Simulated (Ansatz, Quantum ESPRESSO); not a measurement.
# VRu (Pm-3m): electron–phonon coupling with Quantum ESPRESSO, part 5 of 5

Each step names its level of theory.

So far, highest frequency, solved or plainly interpolated (cm⁻¹): step 4 (phonons and couplings with ph.x: Gaussian smearing of 0.2 eV) 271; step 5 (resistivity: Gaussian smearing of 0.2 eV, PBEsol) 275. Also coupling constant λ: step 5 1.91. The relaxed cell has a = 2.971 Å (conventional setting).

## 7. Phonons and couplings with ph.x: Gaussian smearing of 0.2 eV (run 2)

Level of this step: DFT PBEsol, scalar-relativistic, plane waves, GBRV ultrasoft pseudopotentials (Quantum ESPRESSO).

ph.x gives each mode's frequency and linewidth; λ of a mode follows from Gaussian double-delta sums over the k mesh, here at four widths.

The input, ph.in:

```
phonons and couplings
&inputph
   prefix = 'x'
   outdir = './tmp'
   tr2_ph = 1.0d-15
   fildyn = 'x.dyn'
   fildvscf = 'dvscf'
   ldisp = .true.
   nq1 = 2
   nq2 = 2
   nq3 = 2
   electron_phonon = 'simple'
   el_ph_ngauss = 0
   el_ph_sigma = 0.00734986
   el_ph_nsigma = 4
   alpha_mix(1) = 0.5
   amass(1) = 50.9415
   amass(2) = 101.07
/
```

Launch:

```console
OMP_NUM_THREADS=1 mpirun -n 4 ph.x -nk 4 -in ph.in > ph.x.log
```

What it wrote:

```text
[banner, memory and clock lines left out]
Program PHONON v.7.5

     ./tmp/x.save/

     IMPORTANT: XC functional enforced from input :
     Exchange-correlation= PBESOL
                           (   1   4  10   8   0   0   0)
     Any further DFT definition will be discarded
     Please, verify this is what you really want

     G-vector sticks info

     Check: negative core charge=   -0.000003

     negative rho (up, down):  7.119E-02 0.000E+00
     Reading collected, re-writing distributed wavefunctions in ./tmp/

     Dynamical matrices for ( 2, 2, 2)  uniform grid of q-points
     (   4 q-points):
       N         xq(1)         xq(2)         xq(3)
       1   0.000000000   0.000000000   0.000000000
       2   0.000000000   0.000000000  -0.500000000
       3   0.000000000  -0.500000000  -0.500000000
       4  -0.500000000  -0.500000000  -0.500000000

     Number and degeneracy of irreps per q-point
       N         xq(1)         xq(2)         xq(3)   N irreps
       1   0.000000000   0.000000000   0.000000000       2
        3   3
       2   0.000000000   0.000000000  -0.500000000       4
        1   2   1   2
       3   0.000000000  -0.500000000  -0.500000000       4
        1   1   2   2
       4  -0.500000000  -0.500000000  -0.500000000       2
        3   3

     Saving dvscf to file. Distribute only q points, not irreducible representations.

     Calculation of q =    0.0000000   0.0000000   0.0000000

     phonons and couplings

     bravais-lattice index     =            1
     lattice parameter (alat)  =       5.6134  a.u.
     unit-cell volume          =     176.8832 (a.u.)^3
     number of atoms/cell      =            2
     number of atomic types    =            2
     kinetic-energy cut-off    =      45.0000  Ry
     charge density cut-off    =     360.0000  Ry
     convergence threshold     =      1.0E-15
     beta                      =       0.5000
     number of iterations used =            4
     Exchange-correlation= PBESOL
                           (   1   4  10   8   0   0   0)

     celldm(1)=    5.61344  celldm(2)=    0.00000  celldm(3)=    0.00000
     celldm(4)=    0.00000  celldm(5)=    0.00000  celldm(6)=    0.00000

     crystal axes: (cart. coord. in units of alat)
               a(1) = (  1.0000  0.0000  0.0000 )
               a(2) = (  0.0000  1.0000  0.0000 )
               a(3) = (  0.0000  0.0000  1.0000 )

     reciprocal axes: (cart. coord. in units 2 pi/alat)
               b(1) = (  1.0000  0.0000  0.0000 )
               b(2) = (  0.0000  1.0000  0.0000 )
               b(3) = (  0.0000  0.0000  1.0000 )

     Atoms inside the unit cell:

     Cartesian axes

     site n.  atom      mass           positions (alat units)
        1  V      50.9415   tau(    1) = (    0.50000    0.50000    0.50000  )
        2  Ru    101.0700   tau(    2) = (    0.00000    0.00000    0.00000  )

     Computing dynamical matrix for
                    q = (   0.0000000   0.0000000   0.0000000 )

     49 Sym.Ops. (with q -> -q+G )

     G cutoff =  287.3430  (  20341 G-vectors)     FFT grid: ( 36, 36, 36)
     G cutoff =  143.6715  (   7123 G-vectors)  smooth grid: ( 24, 24, 24)

     number of k points=    56  Gaussian smearing, width (Ry)=  0.0147

     PseudoPot. # 1 for V  read from file:
     ./pseudo/V.upf
     Pseudo is Ultrasoft + core correction, Zval = 13.0
     Using radial grid of  853 points,  6 beta functions with:
                l(1) =   0
                l(2) =   0
                l(3) =   1
                l(4) =   1
                l(5) =   2
                l(6) =   2
     Q(r) pseudized with  8 coefficients,  rinner =    1.100   1.100   1.100
                                                       1.100   1.100

     PseudoPot. # 2 for Ru read from file:
     ./pseudo/Ru.upf
     Pseudo is Ultrasoft + core correction, Zval = 16.0
     Using radial grid of  967 points,  6 beta functions with:
                l(1) =   0
                l(2) =   0
                l(3) =   1
                l(4) =   1
                l(5) =   2
                l(6) =   2
     Q(r) pseudized with  8 coefficients,  rinner =    1.300   1.300   1.300
                                                       1.300   1.300

     Mode symmetry, O_h (m-3m)  point group:

     Atomic displacements:
     There are    2 irreducible representations

     Representation     1      3 modes -  To be done

     Representation     2      3 modes -  To be done

     Alpha used in Ewald sum =   2.8000

     negative rho (up, down):  7.119E-02 0.000E+00

     Representation #   1 modes #   1   2   3

     Self-consistent Calculation

     Pert. #  1: Fermi energy shift (Ry) =     0.0000E+00     0.0000E+00
     Pert. #  2: Fermi energy shift (Ry) =     0.0000E+00     0.0000E+00
     Pert. #  3: Fermi energy shift (Ry) =     0.0000E+00     0.0000E+00

      thresh= 1.000E-02 alpha_mix =  0.500 |ddv_scf|^2 =  8.692E-06

     Pert. #  1: Fermi energy shift (Ry) =     0.0000E+00     0.0000E+00
     Pert. #  2: Fermi energy shift (Ry) =     0.0000E+00     0.0000E+00
     Pert. #  3: Fermi energy shift (Ry) =     0.0000E+00     0.0000E+00

      thresh= 2.948E-04 alpha_mix =  0.500 |ddv_scf|^2 =  8.960E-08

     Pert. #  1: Fermi energy shift (Ry) =     0.0000E+00     0.0000E+00
     Pert. #  2: Fermi energy shift (Ry) =     0.0000E+00     0.0000E+00
     Pert. #  3: Fermi energy shift (Ry) =     0.0000E+00     0.0000E+00

      thresh= 2.993E-05 alpha_mix =  0.500 |ddv_scf|^2 =  5.552E-09

     Pert. #  1: Fermi energy shift (Ry) =     0.0000E+00     0.0000E+00
     Pert. #  2: Fermi energy shift (Ry) =     0.0000E+00     0.0000E+00
     Pert. #  3: Fermi energy shift (Ry) =     0.0000E+00     0.0000E+00

      thresh= 7.451E-06 alpha_mix =  0.500 |ddv_scf|^2 =  2.105E-10

     Pert. #  1: Fermi energy shift (Ry) =     0.0000E+00     0.0000E+00
     Pert. #  2: Fermi energy shift (Ry) =     0.0000E+00     0.0000E+00
     Pert. #  3: Fermi energy shift (Ry) =     0.0000E+00     0.0000E+00

      thresh= 1.451E-06 alpha_mix =  0.500 |ddv_scf|^2 =  2.519E-12

     Pert. #  1: Fermi energy shift (Ry) =     0.0000E+00     0.0000E+00
[...]
thresh= 1.587E-07 alpha_mix =  0.500 |ddv_scf|^2 =  3.519E-14

[...]
thresh= 1.876E-08 alpha_mix =  0.500 |ddv_scf|^2 =  2.629E-15

[...]
thresh= 5.128E-09 alpha_mix =  0.500 |ddv_scf|^2 =  5.872E-17

     End of self-consistent calculation

     Convergence has been achieved

     Representation #   2 modes #   4   5   6

     Self-consistent Calculation

[...]
thresh= 1.000E-02 alpha_mix =  0.500 |ddv_scf|^2 =  6.802E-06

[...]
b(1) = (  1.000000  0.000000  0.000000 )
               b(2) = (  0.000000  1.000000  0.000000 )
               b(3) = (  0.000000  0.000000  1.000000 )

     PseudoPot. # 1 for V  read from file:
     ./pseudo/V.upf
     Pseudo is Ultrasoft + core correction, Zval = 13.0
     Using radial grid of  853 points,  6 beta functions with:
[...]
Q(r) pseudized with  8 coefficients,  rinner =    1.100   1.100   1.100
                                                       1.100   1.100

     PseudoPot. # 2 for Ru read from file:
     ./pseudo/Ru.upf
     Pseudo is Ultrasoft + core correction, Zval = 16.0
     Using radial grid of  967 points,  6 beta functions with:
[...]
Q(r) pseudized with  8 coefficients,  rinner =    1.300   1.300   1.300
                                                       1.300   1.300

     atomic species   valence    mass     pseudopotential
     V                13.00    50.94150     V ( 1.00)
     Ru               16.00   101.07000     Ru( 1.00)

     48 Sym. Ops., with inversion, found

   Cartesian axes

     site n.     atom                  positions (alat units)
         1        V      tau(   1) = (   0.5000000   0.5000000   0.5000000  )
         2        Ru     tau(   2) = (   0.0000000   0.0000000   0.0000000  )

     number of k points=   112  Gaussian smearing, width (Ry)=  0.0147

     Number of k-points >= 100: set verbosity='high' to print them.

     Dense  grid:    20341 G-vectors     FFT dimensions: (  36,  36,  36)

     Smooth grid:     7123 G-vectors     FFT dimensions: (  24,  24,  24)

     Check: negative core charge=   -0.000003

     The potential is recalculated from file :
     ./tmp/_ph0/x.q_4/x.save/charge-density

     negative rho (up, down):  7.119E-02 0.000E+00
     Starting wfcs are   23 atomic +    1 random wfcs

     Band Structure Calculation
     Davidson diagonalization with overlap

     ethr =  3.45E-11,  avg # of iterations = 13.2

     End of band structure calculation

     Number of k-points >= 100: set verbosity='high' to print the bands.

     the Fermi energy is    21.5211 ev

     Writing config to output data dir ./tmp/_ph0/x.q_4/x.save/ :
     XML data file

     phonons and couplings

     bravais-lattice index     =            1
     lattice parameter (alat)  =       5.6134  a.u.
     unit-cell volume          =     176.8832 (a.u.)^3
     number of atoms/cell      =            2
     number of atomic types    =            2
     kinetic-energy cut-off    =      45.0000  Ry
     charge density cut-off    =     360.0000  Ry
     convergence threshold     =      1.0E-15
     beta                      =       0.5000
     number of iterations used =            4
     Exchange-correlation= PBESOL
                           (   1   4  10   8   0   0   0)

     celldm(1)=    5.61344  celldm(2)=    0.00000  celldm(3)=    0.00000
     celldm(4)=    0.00000  celldm(5)=    0.00000  celldm(6)=    0.00000

     crystal axes: (cart. coord. in units of alat)
               a(1) = (  1.0000  0.0000  0.0000 )
               a(2) = (  0.0000  1.0000  0.0000 )
               a(3) = (  0.0000  0.0000  1.0000 )

     reciprocal axes: (cart. coord. in units 2 pi/alat)
               b(1) = (  1.0000  0.0000  0.0000 )
               b(2) = (  0.0000  1.0000  0.0000 )
               b(3) = (  0.0000  0.0000  1.0000 )

     Atoms inside the unit cell:

     Cartesian axes

     site n.  atom      mass           positions (alat units)
        1  V      50.9415   tau(    1) = (    0.50000    0.50000    0.50000  )
        2  Ru    101.0700   tau(    2) = (    0.00000    0.00000    0.00000  )

     Computing dynamical matrix for
                    q = (  -0.5000000  -0.5000000  -0.5000000 )

     49 Sym.Ops. (with q -> -q+G )

     G cutoff =  287.3430  (  20341 G-vectors)     FFT grid: ( 36, 36, 36)
     G cutoff =  143.6715  (   7123 G-vectors)  smooth grid: ( 24, 24, 24)

     number of k points=   112  Gaussian smearing, width (Ry)=  0.0147

     PseudoPot. # 1 for V  read from file:
     ./pseudo/V.upf
     Pseudo is Ultrasoft + core correction, Zval = 13.0
     Using radial grid of  853 points,  6 beta functions with:
[...]
l(5) =   2
                l(6) =   2
     Q(r) pseudized with  8 coefficients,  rinner =    1.100   1.100   1.100
                                                       1.100   1.100

     PseudoPot. # 2 for Ru read from file:
     ./pseudo/Ru.upf
     Pseudo is Ultrasoft + core correction, Zval = 16.0
     Using radial grid of  967 points,  6 beta functions with:
                l(1) =   0
                l(2) =   0
                l(3) =   1
                l(4) =   1
                l(5) =   2
                l(6) =   2
     Q(r) pseudized with  8 coefficients,  rinner =    1.300   1.300   1.300
                                                       1.300   1.300

     Mode symmetry, O_h (m-3m)  point group:

     Atomic displacements:
     There are    2 irreducible representations

     Representation     1      3 modes -  To be done

     Representation     2      3 modes -  To be done

     Alpha used in Ewald sum =   2.8000

     negative rho (up, down):  7.119E-02 0.000E+00

     Representation #   1 modes #   1   2   3

     Self-consistent Calculation

[...]
End of self-consistent calculation

     Convergence has been achieved

     Representation #   2 modes #   4   5   6

     Self-consistent Calculation

      thresh= 1.000E-02 alpha_mix =  0.500 |ddv_scf|^2 =  2.222E-05

      thresh= 4.713E-04 alpha_mix =  0.500 |ddv_scf|^2 =  1.296E-06

      thresh= 1.139E-04 alpha_mix =  0.500 |ddv_scf|^2 =  7.454E-09

      thresh= 8.634E-06 alpha_mix =  0.500 |ddv_scf|^2 =  3.139E-10

      thresh= 1.772E-06 alpha_mix =  0.500 |ddv_scf|^2 =  1.167E-12

      thresh= 1.080E-07 alpha_mix =  0.500 |ddv_scf|^2 =  1.269E-13

      thresh= 3.562E-08 alpha_mix =  0.500 |ddv_scf|^2 =  2.180E-15

      thresh= 4.669E-09 alpha_mix =  0.500 |ddv_scf|^2 =  2.087E-17

     End of self-consistent calculation

     Convergence has been achieved

     Number of q in the star =    1
     List of q in the star:
          1  -0.500000000  -0.500000000  -0.500000000

     Diagonalizing the dynamical matrix

     q = (   -0.500000000  -0.500000000  -0.500000000 )

 **************************************************************************
     freq (    1) =       5.663479 [THz] =     188.913338 [cm-1]
     freq (    2) =       5.663479 [THz] =     188.913338 [cm-1]
     freq (    3) =       5.663479 [THz] =     188.913338 [cm-1]
     freq (    4) =       5.951190 [THz] =     198.510345 [cm-1]
     freq (    5) =       5.951190 [THz] =     198.510345 [cm-1]
     freq (    6) =       5.951190 [THz] =     198.510345 [cm-1]
 **************************************************************************

     Mode symmetry, O_h (m-3m)  point group:

     freq (   1-   3) =        188.9  [cm-1]   --> T_1u G_15  G_4-
     freq (   4-   6) =        198.5  [cm-1]   --> T_2g G_25' G_5+

     Gaussian Broadening:   0.007 Ry, ngauss=   0
     DOS = 21.297232 states/spin/Ry/Unit Cell at Ef= 21.546292 eV
     double delta at Ef =**********
[...]
Gaussian Broadening:   0.015 Ry, ngauss=   0
     DOS = 20.599492 states/spin/Ry/Unit Cell at Ef= 21.521061 eV
     double delta at Ef =839.128985
[...]
Gaussian Broadening:   0.022 Ry, ngauss=   0
     DOS = 20.178028 states/spin/Ry/Unit Cell at Ef= 21.491446 eV
     double delta at Ef =813.416128
[...]
lambda(    5)=  0.2296   gamma=  156.70 GHz
     lambda(    6)=  0.2296   gamma=  156.70 GHz

     Gaussian Broadening:   0.029 Ry, ngauss=   0
     DOS = 19.135932 states/spin/Ry/Unit Cell at Ef= 21.456203 eV
     double delta at Ef =730.722009
     lambda(    1)=  0.1482   gamma=   86.87 GHz
     lambda(    2)=  0.1482   gamma=   86.87 GHz
     lambda(    3)=  0.1482   gamma=   86.87 GHz
     lambda(    4)=  0.2064   gamma=  133.56 GHz
     lambda(    5)=  0.2064   gamma=  133.56 GHz
     lambda(    6)=  0.2064   gamma=  133.56 GHz
```

It took 5 min on 4 MPI ranks of Intel Xeon Platinum 8488C (Sapphire Rapids), shared host; 20 min of CPU time.

Numbers from this step:

| Property | Result |
| --- | --- |
| highest frequency, solved or plainly interpolated | 271.5 cm⁻¹ |
| omega log against width | 10.04, 10.4, 9.946, 9.657 meV, at widths 0.1 to 0.4 eV |

As ph.x prints them, no sum rule imposed; at the zone centre the sum is no linewidth. Double-delta sums:

```csv
q1,q2,q3,star,mode,omega (meV),"lambda_q, sigma 0.1 eV","lambda_q, sigma 0.2 eV","lambda_q, sigma 0.3 eV","lambda_q, sigma 0.4 eV",half width at sigma 0.2 (meV)
0,0,0,1,1,-0.6493,0,0,0,0,4.14e-5
0,0,0,1,2,-0.6493,0,0,0,0,4.14e-5
0,0,0,1,3,-0.6493,0,0,0,0,4.14e-5
0,0,0,1,4,13.59,0.1048,0.723,0.8812,0.8678,0.6351
0,0,0,1,5,13.59,0.1048,0.723,0.8812,0.8678,0.6351
0,0,0,1,6,13.59,0.1048,0.723,0.8812,0.8678,0.6351
0,0,0.5,3,1,12.75,0.3476,0.4485,0.4709,0.4544,0.3466
0,0,0.5,3,2,12.75,0.3476,0.4485,0.4709,0.4544,0.3466
0,0,0.5,3,3,21.25,0.2587,0.1886,0.1799,0.1692,0.4053
0,0,0.5,3,4,24.46,0.0514,0.0601,0.065,0.0648,0.1709
0,0,0.5,3,5,24.46,0.0514,0.0601,0.065,0.0648,0.1709
0,0,0.5,3,6,30.54,0.3286,0.2729,0.2445,0.2195,1.211
0,0.5,0.5,3,1,6.535,1.487,1.385,1.69,1.806,0.2814
0,0.5,0.5,3,2,6.535,1.487,1.385,1.69,1.806,0.2814
0,0.5,0.5,3,3,10.33,0.2153,0.6315,0.6494,0.612,0.3202
0,0.5,0.5,3,4,17.24,0.1863,0.3402,0.3497,0.3235,0.4811
0,0.5,0.5,3,5,33.67,0.0258,0.0371,0.04,0.0397,0.2002
0,0.5,0.5,3,6,33.67,0.0258,0.0371,0.04,0.0397,0.2002
0.5,0.5,0.5,1,1,23.42,0.2461,0.1703,0.1585,0.1482,0.4444
0.5,0.5,0.5,1,2,23.42,0.2461,0.1703,0.1585,0.1482,0.4444
0.5,0.5,0.5,1,3,23.42,0.2461,0.1703,0.1585,0.1482,0.4444
0.5,0.5,0.5,1,4,24.61,0.0947,0.2083,0.2296,0.2064,0.6
0.5,0.5,0.5,1,5,24.61,0.0947,0.2083,0.2296,0.2064,0.6
0.5,0.5,0.5,1,6,24.61,0.0947,0.2083,0.2296,0.2064,0.6
```

Mean over the q mesh without its centre; few wavevectors enter, so none of the widths can be taken as converged. The coupling constant λ, lambda by Gaussian width:

```csv
Gaussian width (eV),"coupling constant λ, lambda"
0.100,2.21
0.200,2.43
0.300,2.72
0.400,2.75
```

λ runs from 2.21 at 0.1 eV to 2.75 at 0.4 eV.

## 8. Summary of results

| Item | Value |
| --- | --- |
| run | PBEsol, q 2×2×2, k 6×6×6, scattering 8×8×8 (Gaussian smearing of 0.2 eV) |
| coupling constant λ | 1.91 |
| log mean phonon energy ħω_log | 14.1 meV |
| states at the Fermi level | 1.49 states/eV/spin/cell |
| resistivity at 300 K | 49.1 μΩ cm |
| Drude plasma energy | 6.35 eV |
| resistivity times mean free path | 4.86 × 10⁻¹⁶ Ω m² |
| change between its two finest scattering meshes | λ 11 %, resistivity at 300 K 24 % |
| time of that run | 19 s |
| coupling λ by Gaussian sums at 0.2 eV, Quantum ESPRESSO, GBRV, cutoff 612 eV, q 2×2×2, k 8×8×8 | 2.19 |
| coupling λ by Gaussian sums at 0.2 eV, Quantum ESPRESSO, GBRV, cutoff 612 eV, q 2×2×2, k 10×10×10 | 2.43 |

On the last rung that gave a resistivity at the base settings (q 2×2×2, k 6×6×6, scattering 8×8×8), VRu (Pm-3m) has λ = 1.9 and a phonon-limited resistivity of 49.1 μΩ cm at 300 K. Under gradient-corrected functionals ph.x can misplace modes where the density is low; no frozen-phonon run checks these frequencies. In the last run that gave them, λ from the Gaussian sums still varies by a factor of 1.2 between widths of 0.1 and 0.4 eV; these sums hold few wavevectors and leave out the zone centre. The coupling is very strong (λ = 1.9 in the run with Gaussian smearing of 0.2 eV), so phonons raise the electrons' mass at the Fermi surface by about 191 %. At 800 K the mean free path from ρℓ/ρ falls to about 0.36 nm in the direction where it is shortest, a few atomic spacings, where real metals begin to saturate below the Boltzmann values. By the run's own test λ moves by 11 % between the two scattering meshes. Values of ρ(T) under 50 K rest on the softest modes, mostly interpolated ones, and are the least sure of the table. The high-temperature form ρ = 2π k_B T λ_tr/(ħ ε₀ ω_p²) gives 54.2 μΩ cm along x at 300 K, against 49.1 from the Boltzmann equation. Ziman's lowest order at 300 K, 52.1, lies between: the step down to it comes mostly from the finite phonon energies, and the full solution lies lower still, since it lets the current shift to the states that scatter least. The three lowest branches give 76 % of λ. By the run's own test, which takes the component that moves most, the resistivity at 300 K moves by 24 % between its two finest scattering meshes, so it is not converged. In the run quoted no mode is imaginary at the wavevectors of the 2×2×2 mesh; wavevectors off that mesh are interpolated. Only scattering by harmonic phonons counts; impurities, grain boundaries and thermal expansion are left out. The phonon runs are not spin-polarised.

[Logs are printed without paths, hosts, clocks, repeated set-up lines and the standing remarks that a program may print on its own settings, such as how far it seeks lower states.]

[Hosts, paths, dates, database ids (printed as entryN), source tags and the programs' standing remarks are cut or masked in the printed files.]
